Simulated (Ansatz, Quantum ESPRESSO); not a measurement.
# Conductance against width: vacuum gaps between two Ta(110) faces, part 2 of 4

Aim: how the conductance falls as the barrier grows, for vacuum gaps between two Ta(110) faces.

Quantum ESPRESSO 7.5; plane-wave DFT, PBE, JTH PAW pseudopotentials; cross-check by Ansatz 0.2.0 with PAW datasets.

So far. Step 2 (Ground state, 4 Å): The run needed 15 iterations to bring the estimated error under 1e-07 Ry; the largest force on any atom, held or free, is 0.43 eV/Å.

### 3. The open system, 4 Å

Level of this step: transmission by pwcond, lead and junction from one cell; plane-wave DFT, PBE, JTH PAW pseudopotentials (Quantum ESPRESSO).

prefixt takes both regions from one run: the lead from 0 to bdl, the scattering region from bdl to bds (units of alat). ikind = 1 puts the same lead on both sides. The program's T_tot counts both spins in a run without spin; the tables below give T per spin.

File j0.cond.in:

```
&inputcond
  outdir = './out'
  prefixt = 'j0.scf'
  tran_file = 'j0.cond.dat'
  bdl = 1.4142135633
  bds = 11.8114209940
  ikind = 1
  ewind = 4.0
  epsproj = 1e-05
  nz1 = 7
  energy0 = 0.4
  denergy = -0.4
/
21
  0.00000000 0.00000000 0.01562500
  0.00000000 0.12500000 0.03125000
  0.00000000 0.25000000 0.03125000
  0.00000000 0.37500000 0.03125000
  0.00000000 0.50000000 0.01562500
  0.12500000 0.00000000 0.06250000
  0.12500000 0.25000000 0.06250000
  0.12500000 0.37500000 0.06250000
  0.12500000 0.50000000 0.06250000
  0.25000000 0.00000000 0.06250000
  0.25000000 0.12500000 0.03125000
  0.25000000 0.37500000 0.06250000
  0.25000000 0.50000000 0.06250000
  0.25000000 0.62500000 0.03125000
  0.37500000 0.00000000 0.06250000
  0.37500000 0.12500000 0.06250000
  0.37500000 0.50000000 0.06250000
  0.37500000 0.62500000 0.06250000
  0.50000000 0.00000000 0.03125000
  0.50000000 0.12500000 0.06250000
  0.50000000 0.25000000 0.03125000
3
```

The run is started by

```console
$ OMP_NUM_THREADS=1 mpirun -n 4 pwcond.x -in j0.cond.in > j0.cond.out
```

The log of the run:

```text
[banner, memory and clock lines left out]
Program PWCOND v.7.5 starts

          URL

     ./out/j0.scf.save/
     file Ta.GGA_PBE-JTH.UPF: wavefunction(s)  5S 6S 5P 6P 5D 0D renormalized

     IMPORTANT: XC functional enforced from input :
     Exchange-correlation= PBE
                           (   1   4   3   4   0   0   0)
     Any further DFT definition will be discarded
     Please, verify this is what you really want

     Reading collected, re-writing distributed wavefunctions

===== INPUT FILE containing all the regions =====

     GEOMETRY:

     lattice parameter (alat)  =       6.2739  a.u.
     the volume                =    2062.5192 (a.u.)^3
     the cross section         =      27.8329 (a.u.)^2
     l of the unit cell        =      11.8114 (alat)
     number of atoms/cell      =           16
     number of atomic types    =            1

     crystal axes: (cart. coord. in units of alat)
               a(1) = (  1.0000  0.0000  0.0000 )
               a(2) = (  0.5000  0.7071  0.0000 )
               a(3) = (  0.0000  0.0000 11.8114 )

   Cartesian axes

     site n.     atom                  positions (alat units)
          1        Ta     tau(  1)=(  0.0000  0.0000 11.8114  )
          2        Ta     tau(  2)=(  0.5000  0.0000  0.7071  )
          3        Ta     tau(  3)=(  0.0000  0.0000  1.4142  )
          4        Ta     tau(  4)=(  0.5000  0.0000  2.1213  )
          5        Ta     tau(  5)=(  0.0000  0.0000  2.8284  )
          6        Ta     tau(  6)=(  0.5000  0.0000  3.5355  )
          7        Ta     tau(  7)=(  0.0000  0.0000  4.2426  )
          8        Ta     tau(  8)=(  0.5000  0.0000  4.9497  )
          9        Ta     tau(  9)=(  0.0000  0.0000  6.1546  )
         10        Ta     tau( 10)=(  0.5000  0.0000  6.8617  )
         11        Ta     tau( 11)=(  0.0000  0.0000  7.5688  )
         12        Ta     tau( 12)=(  0.5000  0.0000  8.2759  )
         13        Ta     tau( 13)=(  0.0000  0.0000  8.9830  )
         14        Ta     tau( 14)=(  0.5000  0.0000  9.6901  )
         15        Ta     tau( 15)=(  0.0000  0.0000 10.3972  )
         16        Ta     tau( 16)=(  0.5000  0.0000 11.1043  )

     nr1s                      =           27
     nr2s                      =           24
     nr3s                      =          320
     nr1sx                     =           27
     nr2sx                     =           24
     nr3sx                     =          320
     nr1                       =           40
     nr2                       =           36
     nr3                       =          450
     nr1x                      =           40
     nr2x                      =           36
     nr3x                      =          450

 _______________________________
  Radii of nonlocal spheres:

     type       ibeta     ang. mom.          radius (alat units)
       Ta         1         0                    0.3812
       Ta         2         0                    0.3812
       Ta         3         1                    0.3812
       Ta         4         1                    0.3812
       Ta         5         2                    0.3812
       Ta         6         2                    0.3812
----- General information -----

--- T calc. with identical leads (ikind=1) ---

     nrx                       =           27
     nry                       =           24
     nz1                       =            7

     energy0               =         4.0E-01
     denergy               =        -4.0E-01
     nenergy               =          3
     ecut2d                =         4.5E+01
     ewind                 =         4.0E+00
     epsproj               =         1.0E-05

     number of k_|| points=   21
                       cryst. coord.
        k(    1) = (   0.0000000   0.0000000), wk =   0.0156250
        k(    2) = (   0.0000000   0.1250000), wk =   0.0312500
        k(    3) = (   0.0000000   0.2500000), wk =   0.0312500
        k(    4) = (   0.0000000   0.3750000), wk =   0.0312500
        k(    5) = (   0.0000000   0.5000000), wk =   0.0156250
        k(    6) = (   0.1250000   0.0000000), wk =   0.0625000
        k(    7) = (   0.1250000   0.2500000), wk =   0.0625000
        k(    8) = (   0.1250000   0.3750000), wk =   0.0625000
        k(    9) = (   0.1250000   0.5000000), wk =   0.0625000
        k(   10) = (   0.2500000   0.0000000), wk =   0.0625000
        k(   11) = (   0.2500000   0.1250000), wk =   0.0312500
        k(   12) = (   0.2500000   0.3750000), wk =   0.0625000
        k(   13) = (   0.2500000   0.5000000), wk =   0.0625000
        k(   14) = (   0.2500000   0.6250000), wk =   0.0312500
        k(   15) = (   0.3750000   0.0000000), wk =   0.0625000
        k(   16) = (   0.3750000   0.1250000), wk =   0.0625000
        k(   17) = (   0.3750000   0.5000000), wk =   0.0625000
        k(   18) = (   0.3750000   0.6250000), wk =   0.0625000
        k(   19) = (   0.5000000   0.0000000), wk =   0.0312500
        k(   20) = (   0.5000000   0.1250000), wk =   0.0625000
        k(   21) = (   0.5000000   0.2500000), wk =   0.0312500
----- Information about left/right lead -----

     nocros                   =           18
     noins                    =           18
     norb                     =           54
     norbf                    =          270
     nrz                      =           38

      iorb      type   ibeta   ang. mom.   m       position (alat)
        1        1       1        0        1   taunew(   1)=(  0.0000  0.0000  0.0000)
        2        1       2        0        1   taunew(   2)=(  0.0000  0.0000  0.0000)
        3        1       3        1        1   taunew(   3)=(  0.0000  0.0000  0.0000)
        4        1       3        1        2   taunew(   4)=(  0.0000  0.0000  0.0000)
        5        1       3        1        3   taunew(   5)=(  0.0000  0.0000  0.0000)
        6        1       4        1        1   taunew(   6)=(  0.0000  0.0000  0.0000)
        7        1       4        1        2   taunew(   7)=(  0.0000  0.0000  0.0000)
        8        1       4        1        3   taunew(   8)=(  0.0000  0.0000  0.0000)
        9        1       5        2        1   taunew(   9)=(  0.0000  0.0000  0.0000)
       10        1       5        2        2   taunew(  10)=(  0.0000  0.0000  0.0000)
       11        1       5        2        3   taunew(  11)=(  0.0000  0.0000  0.0000)
       12        1       5        2        4   taunew(  12)=(  0.0000  0.0000  0.0000)
       13        1       5        2        5   taunew(  13)=(  0.0000  0.0000  0.0000)
       14        1       6        2        1   taunew(  14)=(  0.0000  0.0000  0.0000)
       15        1       6        2        2   taunew(  15)=(  0.0000  0.0000  0.0000)
[...]
236        1       2        0        1   taunew( 236)=(  0.5000  0.0000  9.6901)
      237        1       3        1        1   taunew( 237)=(  0.5000  0.0000  9.6901)
      238        1       3        1        2   taunew( 238)=(  0.5000  0.0000  9.6901)
      239        1       3        1        3   taunew( 239)=(  0.5000  0.0000  9.6901)
      240        1       4        1        1   taunew( 240)=(  0.5000  0.0000  9.6901)
      241        1       4        1        2   taunew( 241)=(  0.5000  0.0000  9.6901)
      242        1       4        1        3   taunew( 242)=(  0.5000  0.0000  9.6901)
      243        1       5        2        1   taunew( 243)=(  0.5000  0.0000  9.6901)
      244        1       5        2        2   taunew( 244)=(  0.5000  0.0000  9.6901)
      245        1       5        2        3   taunew( 245)=(  0.5000  0.0000  9.6901)
      246        1       5        2        4   taunew( 246)=(  0.5000  0.0000  9.6901)
      247        1       5        2        5   taunew( 247)=(  0.5000  0.0000  9.6901)
      248        1       6        2        1   taunew( 248)=(  0.5000  0.0000  9.6901)
      249        1       6        2        2   taunew( 249)=(  0.5000  0.0000  9.6901)
      250        1       6        2        3   taunew( 250)=(  0.5000  0.0000  9.6901)
      251        1       6        2        4   taunew( 251)=(  0.5000  0.0000  9.6901)
      252        1       6        2        5   taunew( 252)=(  0.5000  0.0000  9.6901)
      253        1       1        0        1   taunew( 253)=(  0.0000  0.0000 10.3972)
      254        1       2        0        1   taunew( 254)=(  0.0000  0.0000 10.3972)
      255        1       3        1        1   taunew( 255)=(  0.0000  0.0000 10.3972)
      256        1       3        1        2   taunew( 256)=(  0.0000  0.0000 10.3972)
      257        1       3        1        3   taunew( 257)=(  0.0000  0.0000 10.3972)
      258        1       4        1        1   taunew( 258)=(  0.0000  0.0000 10.3972)
      259        1       4        1        2   taunew( 259)=(  0.0000  0.0000 10.3972)
      260        1       4        1        3   taunew( 260)=(  0.0000  0.0000 10.3972)
      261        1       5        2        1   taunew( 261)=(  0.0000  0.0000 10.3972)
      262        1       5        2        2   taunew( 262)=(  0.0000  0.0000 10.3972)
      263        1       5        2        3   taunew( 263)=(  0.0000  0.0000 10.3972)
      264        1       5        2        4   taunew( 264)=(  0.0000  0.0000 10.3972)
      265        1       5        2        5   taunew( 265)=(  0.0000  0.0000 10.3972)
      266        1       6        2        1   taunew( 266)=(  0.0000  0.0000 10.3972)
      267        1       6        2        2   taunew( 267)=(  0.0000  0.0000 10.3972)
      268        1       6        2        3   taunew( 268)=(  0.0000  0.0000 10.3972)
      269        1       6        2        4   taunew( 269)=(  0.0000  0.0000 10.3972)
      270        1       6        2        5   taunew( 270)=(  0.0000  0.0000 10.3972)
 ngper, shell number =           99          25
 ngper, n2d =           99          72
---  E-Ef =    0.4000000  k =    0.0000000   0.0000000
---  ie =          1  ik =          1
 Nchannels of the left tip =            3
 Right moving states:
   k1(2pi/a)   k2(2pi/a)   E-Ef (eV)
  -0.2237464  -0.0000003   0.4000000
  -0.2405987   0.0000016   0.4000000
  -0.3213069   0.0000118   0.4000000
 Left moving states:
   k1(2pi/a)   k2(2pi/a)   E-Ef (eV)
   0.2237464  -0.0000003   0.4000000
   0.2405987   0.0000016   0.4000000
   0.3213069   0.0000118   0.4000000

 to transmit
 Band j to band i transmissions and reflections:
    j         i     |T_ij|^2    |R_ij|^2

    1 -->     1     0.00039     0.99961
    1 -->     2     0.00000     0.00000
    1 -->     3     0.00000     0.00000
   Total T_j, R_j =    0.00039  0.99961

    2 -->     1     0.00000     0.00000
    2 -->     2     0.37346     0.33312
    2 -->     3     0.04303     0.25040
   Total T_j, R_j =    0.41649  0.58351

    3 -->     1     0.00000     0.00000
    3 -->     2     0.04358     0.25036
    3 -->     3     0.00136     0.70470
   Total T_j, R_j =    0.04494  0.95506

E-Ef(ev), T(x2 spins) =    0.4000000   0.9236352
---  E-Ef =    0.0000000  k =    0.0000000   0.0000000
---  ie =          2  ik =          1
 Nchannels of the left tip =            3
 Right moving states:
   k1(2pi/a)   k2(2pi/a)   E-Ef (eV)
  -0.3275810  -0.0000036   0.0000000
  -0.3501324  -0.0000002   0.0000000
  -0.4638626   0.0000152   0.0000000
 Left moving states:
   k1(2pi/a)   k2(2pi/a)   E-Ef (eV)
   0.3275810  -0.0000036   0.0000000
   0.3501324  -0.0000002   0.0000000
   0.4638626   0.0000152   0.0000000

 to transmit
 Band j to band i transmissions and reflections:
    j         i     |T_ij|^2    |R_ij|^2

    1 -->     1     0.16385     0.14586
    1 -->     2     0.00000     0.00000
    1 -->     3     0.06937     0.62092
   Total T_j, R_j =    0.23322  0.76678

    2 -->     1     0.00000     0.00000
    2 -->     2     0.00125     0.99875
    2 -->     3     0.00000     0.00000
   Total T_j, R_j =    0.00125  0.99875

    3 -->     1     0.06876     0.62090
    3 -->     2     0.00000     0.00000
    3 -->     3     0.01719     0.29315
   Total T_j, R_j =    0.08595  0.91405

E-Ef(ev), T(x2 spins) =    0.0000000   0.6408485
---  E-Ef =   -0.4000000  k =    0.0000000   0.0000000
---  ie =          3  ik =          1
 Nchannels of the left tip =            1
 Right moving states:
   k1(2pi/a)   k2(2pi/a)   E-Ef (eV)
  -0.4642104  -0.0000002  -0.4000000
 Left moving states:
   k1(2pi/a)   k2(2pi/a)   E-Ef (eV)
   0.4642104  -0.0000002  -0.4000000

 to transmit
 Band j to band i transmissions and reflections:
    j         i     |T_ij|^2    |R_ij|^2

    1 -->     1     0.00207     0.99793
   Total T_j, R_j =    0.00207  0.99793

E-Ef(ev), T(x2 spins) =   -0.4000000   0.0041333
 ngper, shell number =           97          52
 ngper, n2d =           97          76
[... further energies and points left out ...]
---  E-Ef =    0.4000000  k =    0.5000000   0.2500000
---  ie =          1  ik =         21
 Nchannels of the left tip =            1
 Right moving states:
   k1(2pi/a)   k2(2pi/a)   E-Ef (eV)
  -0.2073181   0.0000082   0.4000000
 Left moving states:
   k1(2pi/a)   k2(2pi/a)   E-Ef (eV)
   0.2073181   0.0000082   0.4000000

 to transmit
 Band j to band i transmissions and reflections:
    j         i     |T_ij|^2    |R_ij|^2

    1 -->     1     0.28347     0.71653
   Total T_j, R_j =    0.28347  0.71653

E-Ef(ev), T(x2 spins) =    0.4000000   0.5669368
---  E-Ef =    0.0000000  k =    0.5000000   0.2500000
---  ie =          2  ik =         21
 Nchannels of the left tip =            1
 Right moving states:
   k1(2pi/a)   k2(2pi/a)   E-Ef (eV)
  -0.2961726   0.0000121   0.0000000
 Left moving states:
   k1(2pi/a)   k2(2pi/a)   E-Ef (eV)
   0.2961726   0.0000121   0.0000000

 to transmit
 Band j to band i transmissions and reflections:
    j         i     |T_ij|^2    |R_ij|^2

    1 -->     1     0.49380     0.50620
   Total T_j, R_j =    0.49380  0.50620

E-Ef(ev), T(x2 spins) =    0.0000000   0.9876001
---  E-Ef =   -0.4000000  k =    0.5000000   0.2500000
---  ie =          3  ik =         21
 Nchannels of the left tip =            1
 Right moving states:
   k1(2pi/a)   k2(2pi/a)   E-Ef (eV)
  -0.4211481   0.0000169  -0.4000000
 Left moving states:
   k1(2pi/a)   k2(2pi/a)   E-Ef (eV)
   0.4211481   0.0000169  -0.4000000

 to transmit
 Band j to band i transmissions and reflections:
    j         i     |T_ij|^2    |R_ij|^2

    1 -->     1     0.89091     0.10909
   Total T_j, R_j =    0.89091  0.10909

E-Ef(ev), T(x2 spins) =   -0.4000000   1.7818126
   T_tot     0.40000      0.68520E+00
   T_tot     0.00000      0.10440E+01
   T_tot    -0.40000      0.10590E+01

Note: The following floating-point exceptions are signalling: IEEE_UNDERFLOW_FLAG
Note: The following floating-point exceptions are signalling: IEEE_UNDERFLOW_FLAG
Note: The following floating-point exceptions are signalling: IEEE_UNDERFLOW_FLAG
Note: The following floating-point exceptions are signalling: IEEE_UNDERFLOW_FLAG
```

Wall time 2.5 min (4 MPI ranks of Arm Neoverse V2, shared host); peak memory 0.36 GiB.

Numbers from this step:

- lead channels at the Fermi level, one spin: 1.641
- transmission at the Fermi level, one spin: 0.5220
- conductance: 0.5220 G₀

Per spin; mean over the k mesh across the current. The open channels, zone mean by energy, zero at the Fermi level:

| energy (eV) | open channels, zone mean |
| --- | --- |
| -0.400 | 2.02 |
| 0.000 | 1.64 |
| 0.400 | 1.36 |

Per spin; mean over the k mesh across the current. The transmission, zone mean by energy, zero at the Fermi level:

| energy (eV) | transmission, zone mean |
| --- | --- |
| -0.400 | 0.529 |
| 0.000 | 0.522 |
| 0.400 | 0.343 |

At 0.000 eV; k in fractions of b1, b2. Transmission by k point:

| k1 | k2 | weight | t | channels |
| --- | --- | --- | --- | --- |
| 0 | 0 | 0.01562 | 0.3204 | 3 |
| 0 | 0.125 | 0.03125 | 0.07497 | 3 |
| 0 | 0.25 | 0.03125 | 0.003828 | 1 |
| 0 | 0.375 | 0.03125 | 0.6469 | 2 |
| 0 | 0.5 | 0.01562 | 0.1347 | 2 |
| 0.125 | 0 | 0.0625 | 0.4737 | 3 |
| 0.125 | 0.25 | 0.0625 | 0.3777 | 2 |
| 0.125 | 0.375 | 0.0625 | 0.9749 | 1 |
| 0.125 | 0.5 | 0.0625 | 0.1248 | 2 |
| 0.25 | 0 | 0.0625 | 0 | 0 |
| 0.25 | 0.125 | 0.03125 | 0.5406 | 3 |
| 0.25 | 0.375 | 0.0625 | 0 | 0 |
| 0.25 | 0.5 | 0.0625 | 0.694 | 1 |
| 0.25 | 0.625 | 0.03125 | 0.3694 | 2 |
| 0.375 | 0 | 0.0625 | 1.03 | 2 |
| 0.375 | 0.125 | 0.0625 | 0.7629 | 1 |
| 0.375 | 0.5 | 0.0625 | 0.7581 | 2 |
| 0.375 | 0.625 | 0.0625 | 0.739 | 1 |
| 0.5 | 0 | 0.03125 | 0.7255 | 2 |
| 0.5 | 0.125 | 0.0625 | 0.8755 | 3 |
| 0.5 | 0.25 | 0.03125 | 0.4938 | 1 |

The run is unpolarised; a magnetic state was not tried, may lie lower and would change T.

[end of part 2 of 4]

[Logs are printed without paths, hosts, clocks, repeated set-up lines and the standing remarks that a program may print on its own settings, such as how far it seeks lower states.]

[Hosts, paths, dates, database ids (printed as entryN), source tags and the programs' standing remarks are cut or masked in the printed files.]

[Maps of the electrostatic potential energy from Ansatz leave out the sawtooth potential of an applied field or a dipole correction, so their vacuum need not be flat; planar profiles and work functions include it.]
